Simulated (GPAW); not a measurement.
## Al2Pt (Fm-3m): the Al K absorption edge

What does one-electron theory with a core hole give for the Al K edge of Al2Pt (Fm-3m)?

Method: X-ray absorption from dipole matrix elements to empty bands, plane-wave PAW LDA, without spin-orbit coupling, in GPAW 26.7.0.

The database entry behind the starting cell differs from later determinations by our own check (0.1 to 0.3 % short, probably kX units), so it need not match the best structure at ambient conditions.

### Step 1. Starting point

The structure is cubic, space group Fm-3m (No. 225). The conventional cell has a = 5.910 Å, b = 5.910 Å, c = 5.910 Å, α = 90.00°, β = 90.00°, γ = 90.00°. Pt has 8 Al at 2.56 Å nearest. Nearest to Al lie 4 Pt at 2.56 Å. Farther neighbours are not listed.

As a file:

```
Pt Al
1.0
     0.00000    2.95500    2.95500
     2.95500    0.00000    2.95500
     2.95500    2.95500    0.00000
Pt Al
1 2
Direct
  0.00000 0.00000 0.00000
  0.75000 0.75000 0.75000
  0.25000 0.25000 0.25000
```

### Step 2. The field without a hole

The ground state comes first: it tells whether the system has a gap, which decides how the excited electron is treated.

Contents of scf.py:

```python
import numpy as np
from ase import Atoms
from ase.parallel import parprint, paropen
from gpaw import GPAW, PW, FermiDirac, Mixer, MixerDif, setup_paths
from gpaw.test import gen
setup_paths.insert(0, '.')
gen('Al', name='nch1s', xcname='LDA', corehole=(1, 0, 0), write_xml=True)
from gpaw.mpi import world
world.barrier()

atoms = Atoms('PtAl2',
    cell=[[0, 2.955, 2.955],
     [2.955, 0, 2.955],
     [2.955, 2.955, 0]],
    scaled_positions=[[0, 0, 0],
     [0.75, 0.75, 0.75],
     [0.25, 0.25, 0.25]],
    pbc=True)
atoms.calc = calc = GPAW(legacy_gpaw=True, mode=PW(430, force_complex_dtype=True), xc='LDA', setups={1: 'nch1s'},
    kpts={'size': (7, 7, 7), 'gamma': True}, occupations=FermiDirac(0.05),
    charge=0, mixer=Mixer(0.1, 5, 50), maxiter=150,
    convergence={'density': 0.0001, 'eigenstates': 1e-6}, txt='scf.txt')
energy = atoms.get_potential_energy() + calc.get_reference_energy()
ef = calc.get_fermi_level()
out = dict(energy=energy, fermi=ef, forces=atoms.get_forces().tolist())
parprint(f'all-electron energy {energy:.4f} eV, Fermi level {ef:.4f} eV')
ev = np.array([[calc.get_eigenvalues(k, s) for k in range(len(calc.get_ibz_k_points()))] for s in range(calc.get_number_of_spins())])
out['homo'], out['lumo'], out['counts'] = ev[ev < ef].max(), ev[ev > ef].min(), sorted(set((ev < ef).sum((0, 2)).tolist()))
out['filled'] = (ev[:, 0] < ef).sum(1).tolist()
import json
with paropen('out.json', 'w') as f:
    json.dump(out, f)
```

The run is started by

```
$ OMP_NUM_THREADS=1 mpirun -n 4 gpaw python scf.py
```

Numbers of over 12 decimals in the logs are rounded to 6 here.

What it wrote:

```text
Input parameters:
  convergence: {density: 0.0001,
                eigenstates: 1e-06}
  kpts: {gamma: True,
         size: (7, 7, 7)}
  maxiter: 150
  mixer: {backend: pulay,
          beta: 0.1,
          method: separate,
          nmaxold: 5,
          weight: 50}
  mode: {ecut: 430.0,
         force_complex_dtype: True,
         name: pw}
  occupations: {fixmagmom: False,
                name: fermi-dirac,
                width: 0.05}
  setups: {1: nch1s}

Initialize ...

[... PAW data sets ...]

Reference energy: -513253.591490  # eV

Spin-paired calculation

[... convergence settings ...]
Symmetries present (total): 24
  [... symmetry matrices ...]

343 k-points: 7 x 7 x 7 Monkhorst-Pack grid
20 k-points in the irreducible part of the Brillouin zone
       k-points in crystal coordinates                weights
   0:     0.00000000    0.00000000    0.00000000          1/343
   1:     0.14285714    0.14285714    0.00000000          6/343
   2:     0.14285714    0.14285714    0.14285714          8/343
   3:     0.28571429    0.14285714    0.14285714         12/343
   4:     0.28571429    0.28571429    0.00000000          6/343
   5:     0.28571429    0.28571429    0.14285714         24/343
   6:     0.28571429    0.28571429    0.28571429          8/343
   7:     0.42857143   -0.28571429   -0.28571429         12/343
   8:     0.42857143    0.28571429   -0.42857143         48/343
   9:     0.42857143    0.28571429   -0.28571429         24/343
          ...
  19:     0.42857143    0.42857143    0.42857143          8/343

Wave functions: Plane wave expansion
  Cutoff energy: 430.000 eV
  Number of coefficients (min, max): 1022, 1059
  Pulay-stress correction: 0.000000 eV/Ang^3 (de/decut=0.000000)
  Using FFTW library
  Wavefunction extrapolation:
    Improved wavefunction reuse through dual PAW basis

Occupation numbers: Fermi-Dirac:
  width: 0.0500  # eV

Eigensolver
   Davidson(niter=2)

Densities:
  Coarse grid: 20*20*20 grid
  Fine grid: 40*40*40 grid
  Total Charge: 0.000000

Density mixing:
  Method: separate
  Backend: pulay
  Linear mixing parameter: 0.1
  old densities: 5
  Width of damping distribution: 1.1
  Damping of long wavelength oscillations: 50

[... Hamiltonian set-up ...]
Number of atoms: 3
Number of atomic orbitals: 20
Number of bands in calculation: 18
Number of valence electrons: 22
Bands to converge: occupied

... initialized

Initializing position-dependent things.

Density initialized from atomic densities
Creating initial wave functions:
  18 bands from LCAO basis set

                     Al

            Al

       Pt

Atomic positions and initial magnetic moments

Positions:
   0 Pt     0.000000    0.000000    0.000000    ( 0.0000,  0.0000,  0.0000)
   1 Al     4.432500    4.432500    4.432500    ( 0.0000,  0.0000,  0.0000)
   2 Al     1.477500    1.477500    1.477500    ( 0.0000,  0.0000,  0.0000)

Unit cell:
           periodic     x           y           z      points  spacing
  1. axis:    yes    0.000000    2.955000    2.955000    20     0.1706
  2. axis:    yes    2.955000    0.000000    2.955000    20     0.1706
  3. axis:    yes    2.955000    2.955000    0.000000    20     0.1706

  Lengths:   4.179001   4.179001   4.179001
  Angles:   60.000000  60.000000  60.000000

Effective grid spacing dv^(1/3) = 0.1862

iter:   1   -19.756607
iter:   2   -19.392990   -1.56  -1.15
iter:   3   -19.018145   -1.24  -1.19
iter:   4   -19.160238   -1.34  -1.40
iter:   5   -18.870343   -2.01  -1.38
iter:   6   -18.873192   -2.73  -2.13
iter:   7   -18.869431c  -3.43  -2.52
iter:   8   -18.869338c  -5.11  -3.31
iter:   9   -18.869322c  -6.19c -3.53
iter:  10   -18.869308c  -4.87  -3.40
iter:  11   -18.869295c  -6.02c -3.76
iter:  12   -18.869295c  -7.50c -4.61c

Converged after 12 iterations.

Dipole moment: (0.000000, 0.000000, 0.000000) |e|*Ang

Energy contributions relative to reference atoms: (reference = -513253.591490)

Kinetic:         +1.983033
Potential:       -1.860265
External:        +0.000000
XC:             -18.554396
Entropy (-ST):   -0.015525
Local:           -0.429904
SIC:             +0.000000
--------------------------
Free energy:    -18.877057
Extrapolated:   -18.869295

Showing only first 2 kpts
 Kpt  Band  Eigenvalues  Occupancy
  0     9     10.18947    0.00000
  0    10     11.20234    0.00000
  0    11     11.20234    0.00000
  0    12     11.20234    0.00000

  1     9      9.42367    0.00000
  1    10      9.42367    0.00000
  1    11      9.60730    0.00000
  1    12     10.25432    0.00000

Fermi level: 7.35293

No gap
No difference between direct/indirect transitions

Forces in eV/Ang:
  0 Pt    0.00000    0.00000   -0.00000
  1 Al    0.00000   -0.00000    0.00000
  2 Al    0.00000    0.00000    0.00000
Scalar-relativistic atomic LDA calculation for Al (Aluminium, Z=13)
Core hole in 1s state (1s occupation: 2.0)
450 radial gridpoints.
|------------------------------------------------|
|------------------------------------------------|
[... the atom generator's iteration count ...]

Energy contributions:
-------------------------
Kinetic:     +241.907748
XC:           -17.475820
Potential:   -466.184455
-------------------------
Total:       -241.752526

state      eigenvalue         ekin         rmax
-----------------------------------------------
1s^2.0 :   -55.275624    79.068605        0.079
2s^2.0 :    -3.950529    10.716381        0.498
2p^6.0 :    -2.562254     9.904148        0.428
3s^2.0 :    -0.287726     1.129441        2.062
3p^1.0 :    -0.102289     0.654006        2.636
-----------------------------------------------
(units: Bohr and Hartree)

Generating PAW setup
Kinetic energy of the core from tauc = 239.438228
Cutoffs:
rc(s)=2.050
rc(p)=2.050
rc(d)=2.050
rc(vbar)=1.845
rc(comp)=2.050
rc(nct)=2.050

Kinetic energy of the core states: 238.994859
Charge: 0.0
Core electrons: 10.0
Valence electrons: 3.0
Pseudo-core charge: 0.393537
Shape function alpha=2.380
Pseudo-electron charge 3.499916
state    eigenvalue         norm
--------------------------------
3s(2) :    -0.287726     1.053448
*s    :     0.712274
3p(1) :    -0.102289     0.999482
*p    :     0.897711
*d    :     0.000000
--------------------------------

Diagonalizing with gridspacing h=0.050

state   all-electron     PAW
-------------------------------
3s:      -0.287726    -0.287811
3p:      -0.102289    -0.102345
*d:                    0.027274
*f:                    0.064816
-------------------------------
all-electron energy -513272.4608 eV, Fermi level 7.3529 eV
```

The job ended after 4 s (4 MPI ranks of AMD EPYC 9R14 (Zen 4), shared host; peak memory 0.18 GiB; 15 s of CPU time).

The mesh shows no gap, so the system is treated as a metal and the core electron is put at the Fermi level (neutral cell).

### Step 3. Spectrum without a core hole, Al atom 2

This cheap baseline ignores the attraction of the hole: it shows the absorber's empty states as they are in the ground state. The data set with a hole of occupation 0 only carries the core orbital.

The absorber has 4 Pt at 2.56 Å and 6 Al at 2.96 Å (10-fold, site symmetry -43m).

Contents of xas.py:

```python
import numpy as np
from ase import Atoms
from ase.parallel import parprint, paropen
from gpaw import GPAW, PW, FermiDirac, Mixer, MixerDif, setup_paths
from gpaw.test import gen
setup_paths.insert(0, '.')
gen('Al', name='nch1s', xcname='LDA', corehole=(1, 0, 0), write_xml=True)
from gpaw.mpi import world
world.barrier()

atoms = Atoms('PtAl2',
    cell=[[0, 2.955, 2.955],
     [2.955, 0, 2.955],
     [2.955, 2.955, 0]],
    scaled_positions=[[0, 0, 0],
     [0.75, 0.75, 0.75],
     [0.25, 0.25, 0.25]],
    pbc=True)
atoms.calc = calc = GPAW(legacy_gpaw=True, mode=PW(430, force_complex_dtype=True), xc='LDA', setups={1: 'nch1s'},
    kpts={'size': (10, 10, 10), 'gamma': True}, occupations=FermiDirac(0.1),
    charge=0, mixer=Mixer(0.1, 5, 50), maxiter=150,
    convergence={'density': 0.0001, 'eigenstates': 1e-6}, txt='scf.txt')
energy = atoms.get_potential_energy() + calc.get_reference_energy()
ef = calc.get_fermi_level()
out = dict(energy=energy, fermi=ef, forces=atoms.get_forces().tolist())
parprint(f'all-electron energy {energy:.4f} eV, Fermi level {ef:.4f} eV')
ev = np.array([[calc.get_eigenvalues(k, s) for k in range(len(calc.get_ibz_k_points()))] for s in range(calc.get_number_of_spins())])
out['homo'], out['lumo'], out['counts'] = ev[ev < ef].max(), ev[ev > ef].min(), sorted(set((ev < ef).sum((0, 2)).tolist()))
out['filled'] = (ev[:, 0] < ef).sum(1).tolist()

from ase.units import Ha
from gpaw.xas import dipole_matrix_elements
nb = int(calc.get_number_of_electrons() / 2) + 39
top = nb
nscf = calc.fixed_density(kpts={'size': (9, 9, 9), 'gamma': True},
    convergence={'eigenstates': 1.0}, txt='nscf.txt')
nscf.diagonalize_full_hamiltonian(nbands=nb)
cell = atoms.cell.array
ops = [cell.T @ U.T @ np.linalg.inv(cell.T) for U in nscf.wfs.kd.symmetry.op_scc]
E = np.arange(-25, 34, 0.1)
fwhm = np.interp(E, [4, 25], [0.9, 3.5])
Y, X, zero, highest = 0, 0, 1e9, 1e9
for spin in range(nscf.get_number_of_spins()):
    wfs = nscf.wfs
    mine = wfs.bd.get_slice()  # this rank's bands
    A = dipole_matrix_elements(wfs.setups[1])
    eps = np.zeros((wfs.kd.nibzkpts, nb))
    d = np.zeros((3, A.shape[1], wfs.kd.nibzkpts, nb), complex)
    for kpt in wfs.kpt_u:
        if kpt.s == spin and 1 in kpt.P_ani:
            eps[kpt.k, mine] = kpt.eps_n * Ha
            d[:, :, kpt.k, mine] = (kpt.weight * wfs.nspins / 2) ** 0.5 * np.inner(A, kpt.P_ani[1])
    world.sum(eps)
    world.sum(d)
    T = np.einsum('amkn,bmkn->abkn', d, d.conj()).real
    T = sum(np.einsum('ai,ijkn,bj->abkn', R, T, R) for R in ops) / len(ops)
    empty = eps > ef
    zero, highest = min(zero, eps[empty].min()), min(highest, eps[:, top - 1].min())
    lines = [(eps, T, empty)] if spin == 0 else lines + [(eps, T, empty)]
for eps, T, empty in lines:
    f = np.einsum('aakn->akn', T).reshape(3, -1)
    x = eps.ravel() - zero
    w = np.interp(x, E, fwhm) / 2.35482
    g = np.exp(-0.5 * ((E[:, None] - x) / w) ** 2) / (w * (2 * np.pi) ** 0.5)
    Y = Y + (f * empty.ravel()) @ g.T
    X = X + (f * ~empty.ravel()) @ g.T
out.update(E=E.round(2).tolist(), xas=Y.tolist(), xes=X.tolist(), zero=zero, valid=highest - zero, nk=len(eps), nb=nb)
for i in range(0, len(E), 10):
    parprint(f'{E[i]:7.2f}', *(f'{v:10.3e}' for v in Y[:, i]))
import json
with paropen('out.json', 'w') as f:
    json.dump(out, f)
```

The run is started by

```
$ OMP_NUM_THREADS=1 mpirun -n 4 gpaw python xas.py
```

What it wrote:

```text
Input parameters:
  convergence: {density: 0.0001,
                eigenstates: 1e-06}
  kpts: {gamma: True,
         size: (10, 10, 10)}
  maxiter: 150
  mixer: {backend: pulay,
          beta: 0.1,
          method: separate,
          nmaxold: 5,
          weight: 50}
  mode: {ecut: 430.0,
         force_complex_dtype: True,
         name: pw}
  occupations: {fixmagmom: False,
                name: fermi-dirac,
[...]
*p    :     0.897711
*d    :     0.000000
--------------------------------

Diagonalizing with gridspacing h=0.050

state   all-electron     PAW
-------------------------------
3s:      -0.287726    -0.287811
3p:      -0.102289    -0.102345
*d:                    0.027274
*f:                    0.064816
-------------------------------
all-electron energy -513272.4773 eV, Fermi level 7.3629 eV
[...]
32.00  7.850e-06  7.850e-06  7.850e-06
  33.00  8.376e-06  8.376e-06  8.376e-06
[key lines of the parts left out:]
Converged after 12 iterations.
Dipole moment: (0.000000, 0.000000, 0.000000) |e|*Ang
Free energy:    -18.904172
Fermi level: 7.36295
```

Run time: 14 s. Hardware: 4 MPI ranks; peak memory 0.33 GiB.

The Al K spectrum, Al atom 2, no core hole (energy from the lowest empty level; intensity scaled to a mean of 1 over the first 20 eV):

```csv
E (eV),intensity
-2.0,0.00
-1.4,0.00
-0.8,0.01
-0.2,0.24
0.4,0.64
1.0,0.56
1.6,0.35
2.2,0.19
2.8,0.17
3.4,0.43
4.0,0.53
4.6,0.54
5.2,1.19
5.8,1.56
6.4,1.67
7.0,1.52
7.6,1.32
8.2,1.24
8.8,1.20
9.4,1.24
10.0,1.24
10.6,1.09
11.2,0.98
11.8,0.96
12.4,1.00
13.0,1.09
13.6,1.16
14.2,1.21
14.8,1.27
15.4,1.30
16.0,1.26
16.6,1.20
17.2,1.15
17.8,1.09
18.4,1.02
19.0,0.91
19.6,0.81
20.2,0.72
20.8,0.66
21.4,0.62
22.0,0.59
22.6,0.56
23.2,0.52
23.8,0.49
24.4,0.47
25.0,0.48
25.6,0.51
26.2,0.56
26.8,0.62
27.4,0.69
28.0,0.76
28.6,0.82
29.2,0.87
29.8,0.90
30.4,0.92
31.0,0.94
31.6,0.96
```

Main maxima below 24 eV (height): 0.6 eV (0.66), 3.8 eV (0.57), 6.4 eV (1.67), 9.7 eV (1.26) and 15.4 eV (1.30). A K edge sees empty p states on the absorber.

The same matrix elements for filled bands give the Al K emission of Al atom 2 (ground-state approximation; energy from the lowest empty level, largest value 1):

```csv
E (eV),emission
-24.00,0.00
-23.25,0.00
-22.50,0.00
-21.75,0.00
-21.00,0.00
-20.25,0.00
-19.50,0.00
-18.75,0.00
-18.00,0.00
-17.25,0.00
-16.50,0.00
-15.75,0.00
-15.00,0.00
-14.25,0.00
-13.50,0.00
-12.75,0.00
-12.00,0.00
-11.25,0.00
-10.50,0.00
-9.75,0.01
-9.00,0.03
-8.25,0.08
-7.50,0.12
-6.75,0.12
-6.00,0.26
-5.25,0.64
-4.50,0.95
-3.75,0.54
-3.00,0.31
-2.25,0.34
-1.50,0.52
-0.75,0.74
0.00,0.35
0.75,0.02
1.50,0.00
2.25,0.00
3.00,0.00
```

Emission maxima: -4.8 eV (1.00) and -0.8 eV (0.74).

### Step 4. Supercell without a hole, the energy reference

The photon energy needs a difference of total energies, so the cell and mesh of the coming hole run are first run without a hole.

Changes to scf.py since step 2:

```diff
@@ -10,12 +10,21 @@
 
-atoms = Atoms('PtAl2',
-    cell=[[0, 2.955, 2.955],
-     [2.955, 0, 2.955],
-     [2.955, 2.955, 0]],
+atoms = Atoms('Pt4Al8',
+    cell=[[0, 0, 5.91],
+     [5.91, 0, 0],
+     [0, 5.91, 0]],
     scaled_positions=[[0, 0, 0],
+     [0, 0.5, 0.5],
+     [0.5, 0.5, 0],
+     [0.5, 0, 0.5],
      [0.75, 0.75, 0.75],
-     [0.25, 0.25, 0.25]],
+     [0.75, 0.25, 0.25],
+     [0.25, 0.25, 0.75],
+     [0.25, 0.75, 0.25],
+     [0.25, 0.25, 0.25],
+     [0.25, 0.75, 0.75],
+     [0.75, 0.75, 0.25],
+     [0.75, 0.25, 0.75]],
     pbc=True)
-atoms.calc = calc = GPAW(legacy_gpaw=True, mode=PW(430, force_complex_dtype=True), xc='LDA', setups={1: 'nch1s'},
-    kpts={'size': (7, 7, 7), 'gamma': True}, occupations=FermiDirac(0.05),
+atoms.calc = calc = GPAW(legacy_gpaw=True, mode=PW(430, force_complex_dtype=True), xc='LDA', setups={4: 'nch1s'},
+    kpts={'size': (4, 4, 4), 'gamma': True}, occupations=FermiDirac(0.1),
     charge=0, mixer=Mixer(0.1, 5, 50), maxiter=150,
```

The run is started by

```
$ OMP_NUM_THREADS=1 mpirun -n 4 gpaw python scf.py
```

What it wrote:

```text
Input parameters:
  convergence: {density: 0.0001,
                eigenstates: 1e-06}
  kpts: {gamma: True,
         size: (4, 4, 4)}
  maxiter: 150
  mixer: {backend: pulay,
          beta: 0.1,
          method: separate,
          nmaxold: 5,
          weight: 50}
  mode: {ecut: 430.0,
         force_complex_dtype: True,
         name: pw}
  occupations: {fixmagmom: False,
                name: fermi-dirac,
[...]
3s(2) :    -0.287726     1.053448
*s    :     0.712274
3p(1) :    -0.102289     0.999482
*p    :     0.897711
*d    :     0.000000
--------------------------------

Diagonalizing with gridspacing h=0.050

state   all-electron     PAW
-------------------------------
3s:      -0.287726    -0.287811
3p:      -0.102289    -0.102345
*d:                    0.027274
*f:                    0.064816
-------------------------------
all-electron energy -2053089.8309 eV, Fermi level 7.3073 eV
[key lines of the parts left out:]
Converged after 13 iterations.
Dipole moment: (-0.000041, -0.000041, -0.000041) |e|*Ang
Free energy:    -75.570821
Fermi level: 7.30728
```

The job ended after 14 s (4 MPI ranks; peak memory 0.26 GiB; 55 s of CPU time).

Reference energy: -2053089.831 eV with the cores included.

(Continued in part 2 of 2.)

[Banner, clock and machine lines of the logs are left out without a mark of their own.]

[Logs are printed without paths, hosts, clocks, repeated set-up lines and the standing remarks that a program may print on its own settings, such as how far it seeks lower states.]

[Hosts, paths, dates, database ids (printed as entryN), source tags and the programs' standing remarks are cut or masked in the printed files.]

[Lists of maxima count a maximum above −3 eV only where it reaches 4 % of the highest in the window and stands out from its surroundings by 2 % of it (1.5 % where it reaches 55 %); shoulders and weaker maxima are passed over, and of the rest the first, up to two pre-edge ones and the few strongest are named.]
